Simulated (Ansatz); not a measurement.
# CdAgCl3 (model cell, started as cubic perovskite with Cd in the octahedra): a soft mode frozen in, part 3 of 3

Wanted: the energy along a soft mode of CdAgCl3 (model cell, started as cubic perovskite with Cd in the octahedra) and the structure at the end.

Ansatz 0.2.0; DFT PBEsol, scalar-relativistic, plane waves, PAW.

So far. Step 5 (Energy along the mode, all amplitudes (two of the runs …): The lowest of the steps tried is the last one, at 0.6 Å, 117 meV/atom below the parent; the bottom of the well need not coincide with a step. Step 7 (The new phase in its own primitive cell): The largest force component left is 0.93 meV/Å and the pressure is 0.000 GPa, within the tolerances set. The cell now holds 23.09 Å³/atom. The relaxed cell has a, b, c = 7.182, 9.858, 6.524 Å (conventional setting).

The structure was built from a prototype and need not be the compound's stable phase.

### Step 8. Modes of the new phase

A relaxed structure may still be a saddle point, so its zone-centre modes are computed. The response to a homogeneous field gives the Born charges and the dielectric tensor.

The input, input.yaml:

```yaml
crystal:
  lattice:
    - [-3.5908282234, 4.9289264466, 3.2617520839]
    - [3.5908282234, -4.9289264466, 3.2617520839]
    - [3.5908282234, 4.9289264466, -3.2617520839]
  atoms:
    - { symbol: Ag, position: [0.8026182413, 0.0526182413, 0.75] }
    - { symbol: Ag, position: [0.1973817587, 0.9473817587, 0.25] }
    - { symbol: Cd, position: [0.5, 0.5, 0.0] }
    - { symbol: Cd, position: [0.0, 0.5, 0.5] }
    - { symbol: Cl, position: [0.5784879343, 0.3284879343, 0.25] }
    - { symbol: Cl, position: [0.4215120657, 0.6715120657, 0.75] }
    - { symbol: Cl, position: [0.8347373845, 0.0, 0.3347373845] }
    - { symbol: Cl, position: [0.1652626155, 0.0, 0.6652626155] }
    - { symbol: Cl, position: [0.1652626155, 0.5, 0.1652626155] }
    - { symbol: Cl, position: [0.8347373845, 0.5, 0.8347373845] }
kpoints:
  mp_grid: { grid: [6, 6, 6] }
hamiltonian:
  xc: pbesol
scf:
  occupations: { method: fixed }
output:
  eigenvalues: true
phonons:
  method: dfpt
  dielectric: true
  rigid_motions: translations
```

Run with:

```
$ ansatz run input.yaml --threads 8 --pin off --max-ram 14336MiB --backend cpu --events-out ev --progress --plain --runs-dir out
```

Numbers of over 12 decimals in the logs are rounded to 6 here.

The program printed:

```text
[...]
Crystal: 10 atoms, lattice volume = 230.918 Å³
Basis set: ecut = 420 eV, 4515 PW (Γ), exchange–correlation on 96×96×96 points (8 copies of the dense FFT grid, shifted against one another)
Bands: 72, of which v1, the nominal top of the filled ones, is band 60 counted from 1 (59 counted from 0)
Symmetry: 8 space group operations
k-points: 112 of 216 (irreducible under 1 space group operation, time reversal used)
[...]
SCF iter   1: F=—  HF=-37785.070102 eV  |F-HF|=—  |Δ(HF+E_count)|=         —  Δρ=6.68e-3  dr2=1.18e-1  ethr=1.77e-3  ⟨swp⟩=5.0  Hψ=25805  notcnv=0  defer=1108
[...]
SCF iter  11: F=-37785.034554 eV  HF=-37785.034554 eV  |F-HF|=7.28e-12  |Δ(HF+E_count)|=  1.09e-10  Δρ=6.22e-8  dr2=1.35e-11  ethr=1.00e-12  ⟨swp⟩=14.6  Hψ=51778  notcnv=0
SCF 1 converged in 11 iterations: F = -37785.034554 eV  dr2 = 1.35e-11
[...]
NSCF: frozen V_eff on 5 k-points
DFPT response loops at Γ: preconditioner auto → Resta (q_TF=auto, 2.446 Å⁻¹)  ε∞=6.3 (no band partly filled); β = 1.00, the filter's whole step (`scf.mixing.beta` (0.50) is not read by the response loops at its default; to damp them type it under 1.00, their step now; it binds the ground state too); Broyden in place of MSR1
── the response to a field inside a basis, on 6×6×6 k-points: an SCF that follows is theirs, and a resumed run solves both again ──
Bands: 61, of which v1, the nominal top of the filled ones, is band 60 counted from 1 (59 counted from 0)
k-points: 45 of 216
[...]
Eigensolver: Dense (45 Hₖ)
SCF iter   1: F=—  HF=-37784.809044 eV  |F-HF|=—  |Δ(HF+E_count)|=         —  Δρ=6.28e-4  dr2=3.39e-4  ethr=1.00e-1
[...]
SCF iter   6: F=-37784.809170 eV  HF=-37784.809170 eV  |F-HF|=1.78e-8  |Δ(HF+E_count)|=   1.63e-7  Δρ=3.17e-6  dr2=3.05e-8  ethr=1.61e-10
SCF 1 converged in 6 iterations: F = -37784.809170 eV  dr2 = 3.05e-8
[...]
SCF converged after 11 iterations
Free energy (F): -37785.034554 eV
[...]
Internal energy: -37785.034554 eV  (E = F + TS)
E sigma→0 (E₀):  -37785.034554 eV
Fermi energy:    5.949086 eV
[...]
--- Band table (eV; the first three rows and the last of 112) ---
  k-point 0: bands = [... 56 lower, 5.4798, 5.4852, 5.5346, 5.9491, 7.4572, 10.0456, 10.0704, 11.9258, ... 8 higher]
  k-point 1: bands = [... 56 lower, 5.3159, 5.4746, 5.5886, 5.8604, 7.8915, 10.0996, 10.2078, 11.4779, ... 8 higher]
  k-point 2: bands = [... 56 lower, 5.3691, 5.4061, 5.5718, 5.6305, 8.7617, 10.2852, 10.3440, 10.8410, ... 8 higher]
  k-point 111: bands = [... 56 lower, 5.4363, 5.4972, 5.5110, 5.7317, 9.1722, 10.0516, 10.3351, 11.2347, ... 8 higher]
--- Phonons (Γ-DFPT): 12 representative perturbations + reference, on 112 of 216 k-points (Σ response iterations 48) ---
  k mesh reduced under 1 symmetry operation, with k and −k counted as one. Each operation leaves every solved perturbation unchanged. A smaller set is not considered because the run solves the response to a homogeneous field
  ASR residual: 3.296e-5 → 0.000e0 eV/Å²; symmetrization residual: 1.925e-5 eV/Å²
  ASR residual per site (eV/Å²): 2.70e-5 2.70e-5 8.79e-6 8.79e-6 3.30e-5 3.30e-5 1.13e-5 1.13e-5 1.13e-5 1.13e-5
  Γ frequencies (cm⁻¹): -52.24 0.00 0.00 0.00 26.09 30.35 40.19 51.99 66.33 67.68 77.60 79.62 87.16 93.67 102.19 108.82 120.26 140.90 144.69 149.54 151.63 154.49 184.94 187.63 198.68 205.94 213.09 248.79 270.07 273.57
  ε∞ (high-frequency dielectric tensor):
        4.333991     0.000000     0.000000
        0.000000     4.207790     0.000000
        0.000000     0.000000     4.463909
  softest optical mode at Γ: -52.24 cm⁻¹; the repairs (sum rule, projections) moved no ω² at Γ by more than (2.17 cm⁻¹)²
  Born effective charges Z* (e; rows j = field, columns β = displacement):
    site 0:
         1.36798   -0.00000    0.00000
         0.00000    1.08844    0.00000
        -0.00000    0.00000    1.32086
    site 1:
         1.36798   -0.00000    0.00000
         0.00000    1.08844    0.00000
        -0.00000    0.00000    1.32086
    site 2:
         2.65288   -0.00000    0.00000
         0.00000    2.69202    0.10685
        -0.00000    0.06662    2.53498
    site 3:
         2.65288   -0.00000    0.00000
         0.00000    2.69202   -0.10685
        -0.00000   -0.06662    2.53498
    site 4:
        -0.69154   -0.00000    0.00000
         0.00000   -1.81719    0.00000
        -0.00000    0.00000   -1.32880
    site 5:
        -0.69154   -0.00000    0.00000
         0.00000   -1.81719    0.00000
        -0.00000    0.00000   -1.32880
    site 6:
        -1.66466   -0.00000   -0.41804
         0.00000   -0.98164    0.00000
        -0.45930    0.00000   -1.26352
    site 7:
        -1.66466   -0.00000   -0.41804
         0.00000   -0.98164    0.00000
        -0.45930    0.00000   -1.26352
    site 8:
        -1.66466   -0.00000    0.41804
        -0.00000   -0.98164    0.00000
         0.45930    0.00000   -1.26352
    site 9:
        -1.66466    0.00000    0.41804
        -0.00000   -0.98164   -0.00000
         0.45930    0.00000   -1.26352
  Z* charge neutrality: 1.353e-2 e pre-enforcement
  solved inside a basis spanned on kpoints, on 6×6×6 k-points, its susceptibility summed on 8×8×8: ε∞ is read to err by 1.6e-2, Z* by 5.4e-2 e (field_mesh: kpoints solves on kpoints); Z* is corrected for what the basis lacks
  optical modes at Γ without the LO–TO term, one row a degenerate level:
      ω (cm⁻¹)  modes    IR ((D/Å)²/amu)
        -52.24      1             0.0000
         26.09      1             0.9040
         30.35      1             0.5190
         40.19      1             0.0000
         51.99      1             0.0000
         66.33      1             1.7802
         67.68      1             0.0078
[...]
optical modes at Γ + LO–TO along q̂ = [1.0000, 0.0000, 0.0000]:
      ω (cm⁻¹)  modes    IR ((D/Å)²/amu)
[...]
optical modes at Γ + LO–TO along q̂ = [0.0000, 1.0000, 0.0000]:
      ω (cm⁻¹)  modes    IR ((D/Å)²/amu)
[...]
optical modes at Γ + LO–TO along q̂ = [0.0000, 0.0000, 1.0000]:
      ω (cm⁻¹)  modes    IR ((D/Å)²/amu)
[...]
149.54      1             0.0000
        151.63      1             4.0695
        154.49      1             0.0000
        156.27      1             1.3521
        184.94      1             1.0649
        187.63      1             0.0000
        198.68      1             0.0000
        213.09      1             0.0000
        227.12      1             3.9892
        248.79      1             6.5681
        273.57      1             0.0000
        282.59      1             4.8489
```

The job ended after 8.3 min (8 threads of Arm Neoverse V2, shared host; peak memory 7.1 GiB).

This step gave:

- sum-rule residual before enforcement: 3.30e-5 eV/Å²
- miss of the charge sum rule: 0.01353 e
- estimated error of the dielectric tensor: 0.01638
- estimated error of the Born charges: 0.05373 e
- point group: mmm
- highest optical mode at the zone centre (no LO-TO term): 273.6 cm⁻¹
- lowest optical zone-centre mode: -52.24 cm⁻¹
- mean high-frequency dielectric constant: 4.335
- largest Born charge (third of the trace): 2.627 e
- top of the zone-centre spectrum with the field: 282.6 cm⁻¹

Without the LO-TO term. Patterns of degenerate modes are one choice out of their space. The modes at Γ (shares of kinetic energy by element, %) (negative means imaginary):

```tsv
mode	frequency (cm⁻¹)	symmetry	Ag %	Cd %	Cl %
1	-52.2	B1g	0	0	100
2	0.0	acoustic	33	34	33
3	0.0	acoustic	33	34	33
4	0.0	acoustic	33	34	33
5	26.1	B2u	22	70	7
6	30.4	B3u	56	16	28
7	40.2	B3g	98	0	2
8	52.0	B2g	99	0	1
9	66.3	B3u	2	33	65
10	67.7	B1u	27	62	10
11	77.6	Ag	88	0	12
12	79.6	B2u	44	8	48
13	87.2	Au	0	31	69
14	93.7	B1u	12	80	7
15	102.2	B2g	0	0	100
16	108.8	B3u	9	2	89
17	120.3	B3g	1	0	99
18	140.9	B1u	19	8	74
19	144.7	B3g	1	0	99
20	149.5	Au	0	69	31
21	151.6	B2u	1	79	20
22	154.5	B1g	0	0	100
23	184.9	B2u	0	7	93
24	187.6	B2g	0	0	100
25	198.7	Ag	1	0	99
26	205.9	B1u	8	4	88
27	213.1	Ag	11	0	89
28	248.8	B3u	0	15	85
29	270.1	B1u	1	11	88
30	273.6	B3g	0	0	100
```

Displacements in mode 1 (-52.2 cm⁻¹), the largest set to 1:
```
Ag1  0.00  0.00  0.00
Ag2  0.00  0.00  0.00
Cd3  0.00  0.00  0.00
Cd4  0.00  0.00  0.00
Cl5  0.00  0.00  0.00
Cl6  0.00  0.00  0.00
Cl7  1.00  0.00 -0.87
Cl8 -1.00  0.00  0.87
Cl9 -1.00  0.00 -0.87
Cl10 1.00  0.00  0.87
```

Displacements in mode 12 (79.6 cm⁻¹), the largest set to 1:
```
Ag1  0.00  0.85  0.00
Ag2  0.00  0.85  0.00
Cd3  0.00  0.02 -0.37
Cd4  0.00  0.02  0.37
Cl5  0.00 -0.64  0.00
Cl6  0.00 -0.64  0.00
Cl7  0.00 -1.00  0.00
Cl8  0.00 -1.00  0.00
Cl9  0.00 -1.00  0.00
Cl10 0.00 -1.00  0.00
```

Optical modes at the zone centre, without and with the macroscopic field of the longitudinal modes; each column is sorted by frequency, so a row need not hold one and the same mode. Modes with and without the field, by row:

```tsv
rank among optical modes	no field (cm⁻¹)	q along (1, 0, 0) (cm⁻¹)	q along (0, 1, 0) (cm⁻¹)	q along (0, 0, 1) (cm⁻¹)
1	-52.2	-52.2	-52.2	-52.2
2	26.1	26.1	30.4	26.1
3	30.4	35.8	35.7	30.4
4	40.2	40.2	40.2	40.2
5	52	52	52	52
6	66.3	67.7	66.3	66.3
7	67.7	77.6	67.7	67.7
8	77.6	78.3	77.6	77.6
9	79.6	79.6	87.2	79.6
10	87.2	87.2	93.7	87.2
11	93.7	93.7	102.2	98
12	102.2	102.2	108.5	102.2
13	108.8	120.3	108.8	108.8
14	120.3	136.1	120.3	120.3
15	140.9	140.9	140.9	144.7
16	144.7	144.7	144.7	149.5
17	149.5	149.5	149.5	151.6
18	151.6	151.6	154.5	154.5
19	154.5	154.5	174.7	156.3
20	184.9	184.9	187.6	184.9
21	187.6	187.6	198.7	187.6
22	198.7	198.7	205.9	198.7
23	205.9	205.9	207.9	213.1
24	213.1	213.1	213.1	227.1
25	248.8	270.1	248.8	248.8
26	270.1	273.6	270.1	273.6
27	273.6	280.4	273.6	282.6
```

Born charge (rows field, columns displacement) (e), principal values of the symmetric part by kind of site:

```tsv
atom	atoms with these values	low	middle	high	mean
Ag1	2	1.09	1.32	1.37	1.26
Cd3	2	2.50	2.65	2.73	2.63
Cl5	2	-1.82	-1.33	-0.69	-1.28
Cl7	4	-1.95	-0.98	-0.98	-1.30
```

In full for Cl7:

```
-1.66  0.00 -0.42
 0.00 -0.98  0.00
-0.46  0.00 -1.26
```

High-frequency dielectric tensor:

```
4.33 0.00 0.00
0.00 4.21 0.00
0.00 0.00 4.46
```

Transverse modes; imaginary modes are left out. Infrared lines, with heights relative to the strongest:

```tsv
position (cm⁻¹)	relative intensity
26	14
30	7.9
40	0.0
52	0.0
66	27
68	0.1
78	0.0
80	65
87	0.0
94	12
102	0.0
109	47
120	0.0
141	49
145	0.0
150	0.0
152	62
154	0.0
185	16
188	0.0
199	0.0
206	64
213	0.0
249	100
270	32
274	0.0
```

Before it was imposed, the acoustic sum rule was missed by 3.3e-5 eV/Å² and the charge sum rule by 0.014 e. Small misses are needed for a sound result but don't prove that mesh and cutoff are converged. The lowest optical mode is imaginary, 52.2i cm⁻¹, so the energy falls along it.

### Step 9. Results

```yaml
unstable_mode_of_the_parent: q = (-0.5, -0.5, -0.5), 126i cm⁻¹
depth_at_the_lowest_point_sampled: 117 meV/atom
largest_atomic_shift_at_that_point: 0.6 Å
space_group_reached_within_0p01_a: Imma
energy_gained_over_the_parent_first_relaxation_on_the_mesh_of_the_frozen_mode: 311 meV/atom
volume_per_atom_phase_reached: 23.1 Å³
gap_on_the_k_mesh_phase_reached: 1.51 eV
lowest_optical_zone_centre_mode_phase_reached: -52.2 cm⁻¹
highest_optical_mode_at_the_zone_centre_no_lo_to_term_phase_reached: 274 cm⁻¹
```

What this shows: Along this mode the structure falls into Imma, 311 meV/atom below the parent. At the parent's cell the well is 117.4 meV/atom deep on the steps tried, with its lowest point at a shift of 0.6 Å. That is the last step tried, so the steps alone don't bracket the bottom of the well. Relaxing atoms and cell changes the gain by +193.92 meV/atom against the lowest step (energies at zero smearing). Most of the total comes from this relaxation. The new phase still has an imaginary mode at the zone centre of its cell, so it is a saddle point on the way to a lower structure. Of the 7 patterns followed to their end from this parent, this one ends 14.3 meV/atom above the lowest, R-3c. Each path keeps the symmetry of its pattern, so a lower phase may lie along a pattern not tried. The starting cell was built on a prototype and not taken from a measurement, so the phase need not exist.

[Logs are printed without paths, hosts, clocks, repeated set-up lines and the standing remarks that a program may print on its own settings, such as how far it seeks lower states.]

[Hosts, paths, dates, database ids (printed as entryN), source tags and the programs' standing remarks are cut or masked in the printed files.]
